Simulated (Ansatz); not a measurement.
B4C (R-3m), computed twice by G0W0.

Symmetry: R-3m, No. 166, trigonal system. Conventional cell: a = 5.634 Å, b = 5.634 Å, c = 12.077 Å, α = 90.00°, β = 90.00°, γ = 120.00°. B has 1 C at 1.66 Å and 5 B at 1.75 to 1.79 Å nearest. Nearest to B lie 6 B at 1.71 to 1.83 Å. Nearest to C lie 1 C at 1.33 Å and 3 B at 1.66 Å. Nearest to C lie 2 C at 1.33 Å. Farther neighbours are not listed.

```
B C
1.0
     2.81676    1.62625    4.02582
    -2.81676    1.62625    4.02582
     0.00000   -3.25251    4.02582
B C
12 3
Direct
  0.30862 0.80644 0.80644
  0.80644 0.80644 0.30862
  0.80644 0.30862 0.80644
  0.69138 0.19356 0.19356
  0.19356 0.19356 0.69138
  0.19356 0.69138 0.19356
  0.67012 0.99407 0.99407
  0.99407 0.99407 0.67012
  0.99407 0.67012 0.99407
  0.32988 0.00593 0.00593
  0.00593 0.00593 0.32988
  0.00593 0.32988 0.00593
  0.60986 0.60986 0.60986
  0.39014 0.39014 0.39014
  0.50000 0.50000 0.50000
```

The cell and positions are those that the Materials Project relaxed with its own functionals (PBE, PBE+U or r2SCAN), kept fixed.

The first (Ansatz 0.2.0; start LDA, 4×4×4 mesh, 289 empty bands, screening to 110 eV, hard PAW files; 1 × NVIDIA H100 80GB HBM3 (shared by 3 runs) with 4 threads of AMD EPYC 7R13 (Zen 3), shared host) gave, on its mesh: starting gap 1.52 eV, G0W0 gap 2.58 eV, RPA ε∞ (mean) 7.97, 23 s.

The second gave: starting gap 1.52 eV, G0W0 gap 2.58 eV, RPA ε∞ (mean) 7.96, 84 s.

Question: What was changed in the input? Choose among start, files, mesh, bands and cutoff, frequency model or another key.

Changed: empty bands from 289 to 1114 and screening cutoff (eV) from 110.0 to 270.0. The starting gap stayed, which rules out the functional and points to the GW step. Other changes could give like numbers; this is the one that was made.

Limits: not at the basis limit.

[Paths, hosts, dates, memory and timing lines, banners, echoed tables and standing remarks are left out of the program output.]

[Logs are printed without paths, hosts, clocks, repeated set-up lines and the standing remarks that a program may print on its own settings, such as how far it seeks lower states.]

[Runs of the session that timed out or met a known fault of the program may be left out.]

[Cells called generated may have been cut or substituted from an entry of the Crystallography Open Database or the Materials Project.]

[Hosts, paths, dates, database ids (printed as entryN), source tags and the programs' standing remarks are cut or masked in the printed files.]
